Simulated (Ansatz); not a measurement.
**ScZn (Pm-3m): Grüneisen parameters**

Aim: how the phonons of ScZn (Pm-3m) shift with volume, and the thermal expansion that follows.

Main program and level: Ansatz 0.2.0; DFT PBEsol, scalar-relativistic, plane waves, PAW; PAW set soft_1.

## 1. Starting point

The structure is cubic, space group Pm-3m (No. 221). The conventional cell has a = 3.301 Å, b = 3.301 Å, c = 3.301 Å, α = 90.00°, β = 90.00°, γ = 90.00°. Nearest to Sc lie 8 Zn at 2.86 Å. Nearest to Zn lie 8 Sc at 2.86 Å. Farther neighbours, and contacts between anions beyond the nearest, are not listed.

## 2. Phonons on a q mesh

Stability and thermal properties need the whole zone. Linear response on a 4×4×4 q mesh gives force constants as far as a supercell of that size would.

input.yaml reads:

```yaml
crystal:
  lattice:
    - [3.3013580123, 0.0, 0.0]
    - [0.0, 3.3013580123, 0.0]
    - [0.0, 0.0, 3.3013580123]
  atoms:
    - { symbol: Sc, position: [0.0, 0.0, 0.0] }
    - { symbol: Zn, position: [0.5, 0.5, 0.5] }
kpoints:
  mp_grid: { grid: [12, 12, 12] }
hamiltonian:
  xc: pbesol
  pseudopotentials: { kind: paw, azcp: { folder: soft_1 }, xc_functional: pbe }
scf:
  occupations: { method: methfessel_paxton, width: 0.2 }
output:
  eigenvalues: true
phonons:
  method: dfpt
  qmesh: [4, 4, 4]
  temperatures: { t_max: 1000, t_step: 50 }
  qpath:
    path:
      - [[0.0, 0.0, 0.0], [0.0, 0.5, 0.0], [0.5, 0.5, 0.0], [0.0, 0.0, 0.0], [0.5, 0.5, 0.5], [0.0, 0.5, 0.0]]
      - [[0.5, 0.5, 0.5], [0.5, 0.5, 0.0]]
    npoints: 10
```

On the command line:

```sh
ansatz run input.yaml --threads 4 --pin off --max-ram 10240MiB --backend cpu --events-out ev --progress --plain --runs-dir out
```

The log of the run:

```text
Engine: ansatz 0.2.0, aarch64-unknown-linux-gnu
Pseudopotentials: kind: paw
Pseudopotential: Sc, paw, valence charge 11, recommended cutoff 420 eV (normal), soft_1/Sc.paw.azcp
Pseudopotential: Zn, paw, valence charge 12, recommended cutoff 420 eV (normal), soft_1/Zn.paw.azcp
Functional definition: PBEsol
  exchange = pbesol_x
  correlation = pbesol_c
Crystal: 2 atoms, lattice volume = 35.981 Å³
Basis set: ecut = 420 eV, 739 PW (Γ), exchange–correlation on 48×48×48 points (8 copies of the dense FFT grid, shifted against one another)
Bands: 16, of which v1, the nominal top of the filled ones, is band 12 counted from 1 (11 counted from 0)
Symmetry: 48 space group operations
k-points: 84 of 1728
Non-local potential: Sc, projectors of the file, l = 0: 3, l = 1: 2, l = 2: 3, l = 3: 1
Non-local potential: Zn, projectors of the file, l = 0: 2, l = 1: 2, l = 2: 3, l = 3: 1
PAW form: soft (Blöchl's): semilocal exchange-correlation on the pseudo side does not see the compensation charge
PAW frozen core: Sc, regenerated for the run's functional, and the local potential with it (the file was generated under x = pbe(κ = 0.804, μ = 0.219515), c = pbe(β = 0.066725))
PAW frozen core: Zn, regenerated for the run's functional, and the local potential with it (the file was generated under x = pbe(κ = 0.804, μ = 0.219515), c = pbe(β = 0.066725))
PAW one-centre angular grid: Sc, 590 points (default); XC on 64 Gauss nodes
PAW one-centre angular grid: Zn, 590 points (default); XC on 64 Gauss nodes
Initial density: superposition of atomic densities (chi_scale 0.1, normalization cell, long waves kept (reshape's long-wave potential 0.00 eV rms))
Initial wavefunctions: pseudopotential atomic-orbital guess
Functional: x = pbesol(κ = 0.804, μ = 0.123457), c = pbesol(β = 0.046)
SCF iter   1: F=—  HF=-5393.762370 eV  |F-HF|=—  |Δ(HF+E_count)|=         —  Δρ=1.05e-1  dr2=3.03e0  ethr=3.10e-3  ⟨swp⟩=4.9  Hψ=6676  notcnv=0
preconditioner: auto → none  [metal: Δε(μ)=0.008 eV  Ē_g=13.100 eV  σ=0.200 eV  W_gap=0.03  n_scr=6 (ndim 8)  ℏωp=28.4 eV  f_vac=0.000  D(μ)=2.62/eV (n_scr^D=26)  sad-step TF]
SCF iter   2: F=—  HF=-5393.218970 eV  |F-HF|=—  |Δ(HF+E_count)|=   5.43e-1  S|Δr|=    0.00e0  Δρ=3.59e-2  dr2=5.40e-1  ethr=3.10e-3  ⟨swp⟩=2.0  Hψ=2995  notcnv=0
SCF iter   3: F=—  HF=-5393.056285 eV  |F-HF|=—  |Δ(HF+E_count)|=   1.63e-1  S|Δr|=    0.00e0  Δρ=9.97e-3  dr2=3.60e-2  ethr=2.35e-3  ⟨swp⟩=1.4  Hψ=2089  notcnv=0
SCF iter   4: F=—  HF=-5393.050631 eV  |F-HF|=—  |Δ(HF+E_count)|=   5.65e-3  S|Δr|=    0.00e0  Δρ=2.17e-3  dr2=4.67e-4  ethr=1.56e-4  ⟨swp⟩=2.0  Hψ=2215  notcnv=0
SCF iter   5: F=—  HF=-5393.051917 eV  |F-HF|=—  |Δ(HF+E_count)|=   1.29e-3  S|Δr|=    0.00e0  Δρ=1.47e-3  dr2=4.97e-4  ethr=2.03e-6  ⟨swp⟩=2.0  Hψ=2286  notcnv=0
SCF iter   6: F=—  HF=-5393.051819 eV  |F-HF|=—  |Δ(HF+E_count)|=   9.88e-5  S|Δr|=    0.00e0  Δρ=4.46e-4  dr2=4.33e-5  ethr=2.03e-6  ⟨swp⟩=2.1  Hψ=1881  notcnv=0
SCF iter   7: F=—  HF=-5393.051806 eV  |F-HF|=—  |Δ(HF+E_count)|=   1.23e-5  S|Δr|=    0.00e0  Δρ=7.54e-6  dr2=1.92e-8  ethr=1.88e-7  ⟨swp⟩=2.0  Hψ=1810  notcnv=0
SCF iter   8: F=—  HF=-5393.051805 eV  |F-HF|=—  |Δ(HF+E_count)|=   1.69e-6  S|Δr|=    0.00e0  Δρ=4.32e-6  dr2=1.08e-8  ethr=8.36e-11  ⟨swp⟩=2.9  Hψ=2463  notcnv=0
SCF iter   9: F=—  HF=-5393.051805 eV  |F-HF|=—  |Δ(HF+E_count)|=   2.05e-9  S|Δr|=    0.00e0  Δρ=2.74e-6  dr2=3.12e-9  ethr=4.70e-11  ⟨swp⟩=1.5  Hψ=1408  notcnv=0
SCF iter  10: F=—  HF=-5393.051805 eV  |F-HF|=—  |Δ(HF+E_count)|=  8.75e-10  S|Δr|=    0.00e0  Δρ=4.20e-7  dr2=6.10e-11  ethr=1.36e-11  ⟨swp⟩=2.0  Hψ=1926  notcnv=0
SCF iter  11: F=-5393.051805 eV  HF=-5393.051805 eV  |F-HF|=9.09e-13  |Δ(HF+E_count)|=  1.46e-11  S|Δr|=    0.00e0  Δρ=2.84e-8  dr2=3.50e-13  ethr=1.00e-12  ⟨swp⟩=5.1  Hψ=5263  notcnv=0
SCF 1 converged in 11 iterations: F = -5393.051805 eV  dr2 = 3.50e-13
  greatest PAW one-centre occupation: 0.998 electrons in one spin orbital (limit 2), on the Sc atom at site 0 (counted from 0), in its partial waves of l = 0
phonons: the bands overlap, so this run is a metal and interpolates without the dipole-dipole term. If the crystal is really an insulator or semiconductor, its LO-TO splitting is missing
NSCF: frozen V_eff on 84 k-points
NSCF: frozen V_eff on 196 k-points
DFPT response loops at q = (0, 0, 0) (fractional): preconditioner auto → Kerker (q_TF=auto, 2.532 Å⁻¹) (partly filled bands, converged f_vac=0.000); β = 1.00, the filter's whole step (`scf.mixing.beta` (0.50) is not read by the response loops under this deck's `scf.mixing.preconditioner`; to damp them name `kerker` or `kerker_dos`, under which they read `scf.mixing.beta`, and type it under 1.00, their step now; both keys bind the ground state too); Broyden in place of MSR1
NSCF: frozen V_eff on 1176 k-points
DFPT response loops at q = (0, 0, 0.25) (fractional): mixed as the last ones told, above
NSCF: frozen V_eff on 686 k-points
DFPT response loops at q = (0, 0, -0.5) (fractional): mixed as the last ones told, above
NSCF: frozen V_eff on 2016 k-points
DFPT response loops at q = (0, 0.25, 0.25) (fractional): mixed as the last ones told, above
NSCF: frozen V_eff on 1176 k-points
DFPT response loops at q = (0, 0.25, -0.5) (fractional): mixed as the last ones told, above
NSCF: frozen V_eff on 686 k-points
DFPT response loops at q = (0, -0.5, -0.5) (fractional): mixed as the last ones told, above
NSCF: frozen V_eff on 1872 k-points
DFPT response loops at q = (0.25, 0.25, 0.25) (fractional): mixed as the last ones told, above
NSCF: frozen V_eff on 2016 k-points
DFPT response loops at q = (0.25, 0.25, -0.5) (fractional): mixed as the last ones told, above
NSCF: frozen V_eff on 1176 k-points
DFPT response loops at q = (0.25, -0.5, -0.5) (fractional): mixed as the last ones told, above
NSCF: frozen V_eff on 392 k-points
DFPT response loops at q = (-0.5, -0.5, -0.5) (fractional): mixed as the last ones told, above
SCF converged after 11 iterations
Stability not checked: this state was not tested for a lower state beside it, because cold or Methfessel-Paxton smearing, or corrected tetrahedra, fill the levels in a way that the test cannot read (fill_not_monotonic; see scf.lower_state_search)
Free energy (F): -5393.051805 eV
Harris-Foulkes:  -5393.051805 eV  (|F-HF|=9.09e-13)
Internal energy: -5393.049174 eV  (E = F + TS)
E sigma→0 (E₀):  -5393.051147 eV
Entropy (-TS):   -0.002630 eV (-1.315 meV/atom)
Fermi energy:    10.842036 eV
--- Per-component energies (eV) ---
  E_band       = -100.017385
  E_kinetic    = 355.981288
  E_local      = -2569.705218  (includes V_loc(G=0)·N_el)
  E_nonlocal   = 959.101756
  E_hartree    = 949.557842
  E_xc         = -163.899667
  E_vxc        = -157.802744  (∫ρ·V_xc dr)
  E_paw        = -2823.538958  (= ΣΔE_a)
  E_vpaw       = -586.707953  (= ΣTr[D̂ρ^β])
  E_aug_tail   = -0.000220  (compensation charges beyond the density's cutoff)
  E_ewald      = -2101.472379
  E_core_change = 0.926381  (= ΣΔE_core)
  E_smearing   = -0.002630  (= −TS)
  E_closure    = 0.000000  (closes the sum)
  Σ components = -5393.051805   (vs F -5393.051805, Δ=0.00e0)
--- Band table (eV; the first three rows and the last of 84) ---
  k-point 0: bands = [... 8 lower, 3.9920, 3.9920, 10.9331, 10.9331, 13.9142, 13.9142, 13.9142, 16.4229]
  k-point 1: bands = [... 8 lower, 3.9871, 3.9941, 10.8954, 10.9494, 13.6917, 13.6917, 13.9155, 15.9476]
  k-point 2: bands = [... 8 lower, 3.9739, 3.9999, 10.6853, 10.9951, 13.2342, 13.2342, 13.9188, 15.1086]
  k-point 83: bands = [... 8 lower, 4.1879, 9.0772, 9.0772, 9.0772, 11.7656, 14.7404, 14.7404, 16.0565]
--- Phonons (Γ-DFPT): 2 representative perturbations + reference (Σ response iterations 7) ---
  ASR residual: 2.040e-5 → 0.000e0 eV/Å²; symmetrization residual: 2.707e-6 eV/Å²
  ASR residual per site (eV/Å²): 5.87e-6 2.04e-5
  Γ frequencies (cm⁻¹): 0.00 0.00 0.00 202.65 202.65 202.65
--- Phonons (arbitrary-q DFPT): 10 irreducible q on the 4×4×4 mesh ---
  q = [0.0000, 0.0000, 0.0000] (star 1, of the zone-centre solve; hermiticity 1.35e-6, symmetrization 2.00e-12): -0.00 -0.00 -0.00 202.65 202.65 202.65
  q = [0.0000, 0.0000, 0.2500] (star 6, 4 solved perturbations in 1848 linear systems a pass and spin channel, the states on 588 of 1728 k-point pairs; hermiticity 1.10e-6, symmetrization 5.84e-13): 86.88 86.88 100.39 190.07 190.07 209.51
  q = [0.0000, 0.0000, -0.5000] (star 3, 4 solved perturbations in 1078 linear systems a pass and spin channel, the states on 343 of 1728 k-point pairs; hermiticity 1.45e-8, symmetrization 1.00e-8): 119.43 137.81 137.81 169.95 169.95 221.20
  q = [0.0000, 0.2500, 0.2500] (star 12, 4 solved perturbations in 3108 linear systems a pass and spin channel, the states on 1008 of 1728 k-point pairs; hermiticity 1.27e-6, symmetrization 6.50e-14): 58.37 107.91 131.18 174.22 194.72 222.92
  q = [0.0000, 0.2500, -0.5000] (star 12, 6 solved perturbations on 588 of 1728 k-point pairs; hermiticity 1.92e-6, symmetrization 2.23e-8): 76.74 102.86 139.73 145.11 212.35 226.26
  q = [0.0000, -0.5000, -0.5000] (star 3, 4 solved perturbations in 1078 linear systems a pass and spin channel, the states on 343 of 1728 k-point pairs; hermiticity 1.44e-6, symmetrization 1.22e-13): 48.73 48.73 112.01 140.82 248.59 248.59
  q = [0.2500, 0.2500, 0.2500] (star 8, 2 solved perturbations on 936 of 1728 k-point pairs; hermiticity 1.10e-6, symmetrization 4.25e-13): 101.63 101.63 113.37 187.93 215.21 215.21
  q = [0.2500, 0.2500, -0.5000] (star 12, 4 solved perturbations in 3108 linear systems a pass and spin channel, the states on 1008 of 1728 k-point pairs; hermiticity 1.45e-6, symmetrization 1.35e-8): 61.79 107.97 135.58 199.05 204.36 228.47
  q = [0.2500, -0.5000, -0.5000] (star 6, 4 solved perturbations in 1848 linear systems a pass and spin channel, the states on 588 of 1728 k-point pairs; hermiticity 1.80e-6, symmetrization 2.64e-13): 88.27 88.27 137.75 189.77 233.41 233.41
  q = [-0.5000, -0.5000, -0.5000] (star 1, 2 solved perturbations on 196 of 1728 k-point pairs; hermiticity 2.23e-14, symmetrization 1.92e-12): 115.14 115.14 115.14 224.91 224.91 224.91
  sum rule: each row above includes the acoustic sum rule's correction from the zone centre's row sums; it moved no ω² by more than (0.29 cm⁻¹)²
  mesh force constants: q→R imaginary residual 2.92e-18; ASR residual 2.040e-5 → 0.000e0 eV/Å²; symmetrization residual 5.773e-15 eV/Å²
  interpolated dispersion: 62 rows × 6 modes
  density of states and harmonic sums: on the 20×20×20 q-mesh, interpolated from the force constants of a 4×4×4 supercell (no non-analytic term)
  largest difference from the sums on the solved wave vectors: F 1.18e-2 eV, S 1.58e-5 and C_V 4.01e-6 eV/K
  zero-point energy: 0.056550 eV/cell   skipped modes (ω ≤ 0): 3   left out of the sums: 6.25e-5 of the cell's modes: C_V's classical limit lies that fraction below 3 k_B per atom; for a crystal, a wire or a layer, F and S can be off by more, and a phonons.interpolated_qmesh denser along its periods is the remedy for the sampling
```

The job ended after 4.6 min (4 threads of Arm Neoverse V1, shared host; peak memory 1.7 GiB).

Numbers from this step:

```
volume per atom                                         : 17.99 Å³
gap on the k-mesh                                       : 0 eV
sum-rule residual before enforcement                    : 2.04e-5 eV/Å²
lowest frequency on the path                            : 0 cm⁻¹
point group                                             : m-3m
highest frequency on path, mesh or solved points        : 248.6 cm⁻¹
mean frequency                                          : 152 cm⁻¹
Debye temperature (second moment)                       : 302 K
logarithmic mean frequency                              : 139.6 cm⁻¹
highest optical mode at the zone centre (no LO-TO term) : 202.7 cm⁻¹
lowest optical zone-centre mode                         : 202.7 cm⁻¹
lowest mode on the q mesh (acoustic modes at Γ apart)   : 48.73 cm⁻¹
zero-point energy per atom                              : 28.27 meV
heat capacity at 300 K                                  : 23.73 J/(mol atoms K)
vibrational entropy at 300 K                            : 35.57 J/(mol atoms K)
```

Frequencies (cm⁻¹) solved at each irreducible wavevector; negative means imaginary. Frequencies by wavevector, by row:

```tsv
q in reciprocal lattice units	star	mode 1	mode 2	mode 3	mode 4	mode 5	mode 6
0 0 0	1	0	0	0	202.7	202.7	202.7
0 0 0.25	6	86.9	86.9	100.4	190.1	190.1	209.5
0 0 -0.5	3	119.4	137.8	137.8	169.9	169.9	221.2
0 0.25 0.25	12	58.4	107.9	131.2	174.2	194.7	222.9
0 0.25 -0.5	12	76.7	102.9	139.7	145.1	212.3	226.3
0 -0.5 -0.5	3	48.7	48.7	112	140.8	248.6	248.6
0.25 0.25 0.25	8	101.6	101.6	113.4	187.9	215.2	215.2
0.25 0.25 -0.5	12	61.8	108	135.6	199.1	204.4	228.5
0.25 -0.5 -0.5	6	88.3	88.3	137.8	189.8	233.4	233.4
-0.5 -0.5 -0.5	1	115.1	115.1	115.1	224.9	224.9	224.9
```

Symmetry leaves 10 wavevectors to solve. The lowest mode among them, the acoustic zeros apart, lies at q = (0, -0.5, -0.5) and is real, 48.7 cm⁻¹.

## 3. Relaxing at another volume, volume ratio 0.97

The volume is scaled by 0.97 and held; symmetry leaves nothing to relax, so this is a single point. The modes can then be followed against volume.

input.yaml, the sections that differ from step 2:

```yaml
crystal:
  lattice:
    - [3.2680086816, 0.0, 0.0]
    - [0.0, 3.2680086816, 0.0]
    - [0.0, 0.0, 3.2680086816]
  atoms:
    - { symbol: Sc, position: [0.0, 0.0, 0.0] }
    - { symbol: Zn, position: [0.5, 0.5, 0.5] }
output:
  forces: true
  stress: true
  eigenvalues: true
# kpoints, hamiltonian, scf: as in step 2
# phonons: removed
```

The log of the run:

```text
[...]
Crystal: 2 atoms, lattice volume = 34.902 Å³
Basis set: ecut = 420 eV, 691 PW (Γ), exchange–correlation on 48×48×48 points (8 copies of the dense FFT grid, shifted against one another)
Bands: 16, of which v1, the nominal top of the filled ones, is band 12 counted from 1 (11 counted from 0)
Symmetry: 48 space group operations
[...]
k-points: 84 of 1728
[...]
--- Band table (eV; the first three rows and the last of 84) ---
  k-point 0: bands = [... 8 lower, 4.3597, 4.3597, 11.3381, 11.3381, 14.4371, 14.4371, 14.4371, 16.9784]
  k-point 1: bands = [... 8 lower, 4.3546, 4.3620, 11.3015, 11.3542, 14.2023, 14.2023, 14.4382, 16.5046]
  k-point 2: bands = [... 8 lower, 4.3409, 4.3682, 11.0938, 11.3993, 13.7228, 13.7228, 14.4410, 15.6619]
  k-point 83: bands = [... 8 lower, 4.5674, 9.4099, 9.4099, 9.4099, 12.2998, 15.2979, 15.2979, 16.6470]
[key lines of the parts left out:]
SCF converged after 8 iterations
Free energy (F): -5393.042881 eV
Fermi energy:    11.250651 eV
P = ⅓ Tr σ = 2.7200 GPa (27.200 kbar)
```

It took 1.2 s on 4 threads; peak memory 0.36 GiB; 3.8 s of CPU time.

Read from the output:

```yaml
pressure: 2.720 GPa
volume_per_atom: 17.45 Å³
```

The run ends at a pressure of 2.72 GPa.

## 4. Phonons at the other volume, volume ratio 0.97

The phonons are repeated at this volume on the same meshes, so that differences come from the volume alone.

input.yaml: that of step 3 with these lines changed.

```diff
@@ -16,4 +16,11 @@
 output:
-  forces: true
-  stress: true
   eigenvalues: true
+phonons:
+  method: dfpt
+  qmesh: [4, 4, 4]
+  temperatures: { t_max: 1000, t_step: 50 }
+  qpath:
+    path:
+      - [[0.0, 0.0, 0.0], [0.0, 0.5, 0.0], [0.5, 0.5, 0.0], [0.0, 0.0, 0.0], [0.5, 0.5, 0.5], [0.0, 0.5, 0.0]]
+      - [[0.5, 0.5, 0.5], [0.5, 0.5, 0.0]]
+    npoints: 10
```

The log of the run:

```text
[...]
Crystal: 2 atoms, lattice volume = 34.902 Å³
Basis set: ecut = 420 eV, 691 PW (Γ), exchange–correlation on 48×48×48 points (8 copies of the dense FFT grid, shifted against one another)
Bands: 16, of which v1, the nominal top of the filled ones, is band 12 counted from 1 (11 counted from 0)
Symmetry: 48 space group operations
k-points: 84 of 1728
[...]
SCF iter   1: F=—  HF=-5393.788321 eV  |F-HF|=—  |Δ(HF+E_count)|=         —  Δρ=1.10e-1  dr2=3.22e0  ethr=3.10e-3  ⟨swp⟩=4.9  Hψ=6778  notcnv=0
[...]
SCF iter  11: F=-5393.042881 eV  HF=-5393.042881 eV  |F-HF|=0.00e0  |Δ(HF+E_count)|=  5.46e-12  S|Δr|=    0.00e0  Δρ=1.82e-8  dr2=4.60e-14  ethr=1.00e-12  ⟨swp⟩=5.1  Hψ=5094  notcnv=0
SCF 1 converged in 11 iterations: F = -5393.042881 eV  dr2 = 4.60e-14
[...]
NSCF: frozen V_eff on 84 k-points
[...]
SCF converged after 11 iterations
[...]
Free energy (F): -5393.042881 eV
[...]
Internal energy: -5393.040016 eV  (E = F + TS)
E sigma→0 (E₀):  -5393.042164 eV
Entropy (-TS):   -0.002865 eV (-1.432 meV/atom)
Fermi energy:    11.250655 eV
[...]
--- Band table (eV; the first three rows and the last of 84) ---
  k-point 0: bands = [... 8 lower, 4.3595, 4.3595, 11.3381, 11.3381, 14.4372, 14.4372, 14.4372, 16.9784]
  k-point 1: bands = [... 8 lower, 4.3544, 4.3618, 11.3015, 11.3542, 14.2024, 14.2024, 14.4382, 16.5046]
  k-point 2: bands = [... 8 lower, 4.3407, 4.3680, 11.0938, 11.3993, 13.7228, 13.7228, 14.4411, 15.6619]
  k-point 83: bands = [... 8 lower, 4.5672, 9.4099, 9.4099, 9.4099, 12.2997, 15.2979, 15.2979, 16.6470]
[...]
ASR residual: 1.241e-5 → 0.000e0 eV/Å²; symmetrization residual: 6.115e-6 eV/Å²
  ASR residual per site (eV/Å²): 4.84e-7 1.24e-5
  Γ frequencies (cm⁻¹): 0.00 0.00 0.00 213.76 213.76 213.76
--- Phonons (arbitrary-q DFPT): 10 irreducible q on the 4×4×4 mesh ---
[...]
interpolated dispersion: 62 rows × 6 modes
[...]
```

It took 4.6 min on 4 threads; peak memory 1.7 GiB.

This step gave:

```yaml
sum_rule_residual_before_enforcement: 1.24e-5 eV/Å²
highest_frequency_on_path_mesh_or_solved_points: 261.1 cm⁻¹
mean_frequency: 158.8 cm⁻¹
debye_temperature_second_moment: 316 K
logarithmic_mean_frequency: 145.2 cm⁻¹
highest_optical_mode_at_the_zone_centre_no_lo_to_term: 213.8 cm⁻¹
lowest_optical_zone_centre_mode: 213.8 cm⁻¹
lowest_mode_on_the_q_mesh_acoustic_modes_at_gamma_apart: 45.02 cm⁻¹
zero_point_energy_per_atom: 29.54 meV
heat_capacity_at_300_k: 23.62 J/(mol atoms K)
vibrational_entropy_at_300_k: 34.65 J/(mol atoms K)
```

Frequencies (cm⁻¹) solved at each irreducible wavevector; negative means imaginary. Frequencies by wavevector, by row:

```tsv
q in reciprocal lattice units	star	mode 1	mode 2	mode 3	mode 4	mode 5	mode 6
0 0 0	1	0	0	0	213.8	213.8	213.8
0 0 0.25	6	90.2	90.2	105.2	199.9	199.9	219.8
0 0 -0.5	3	125.2	144.6	144.6	177.1	177.1	231.3
0 0.25 0.25	12	58.5	112.2	137.3	182.9	203.8	234.4
0 0.25 -0.5	12	78.2	105.8	146.5	151.5	223	237.7
0 -0.5 -0.5	3	45	45	117.2	147.7	261.1	261.1
0.25 0.25 0.25	8	105.5	105.5	117	197.2	226	226
0.25 0.25 -0.5	12	61.7	111.3	142.1	209	213.9	240.2
0.25 -0.5 -0.5	6	90.9	90.9	144.2	198.4	245.5	245.5
-0.5 -0.5 -0.5	1	121.1	121.1	121.1	236.7	236.7	236.7
```

The highest optical mode at the zone centre (no LO-TO term) is 213.8 cm⁻¹, +11.1 cm⁻¹ against the base run.

[end of part 1 of 2]

[Long decimals in the printed logs are rounded to 6 places.]

[Logs are printed without paths, hosts, clocks, repeated set-up lines and the standing remarks that a program may print on its own settings, such as how far it seeks lower states.]

[Hosts, paths, dates, database ids (printed as entryN), source tags and the programs' standing remarks are cut or masked in the printed files.]

[Where the starting crystal was built by hand or by swapping elements, it need not be the compound's stable phase.]
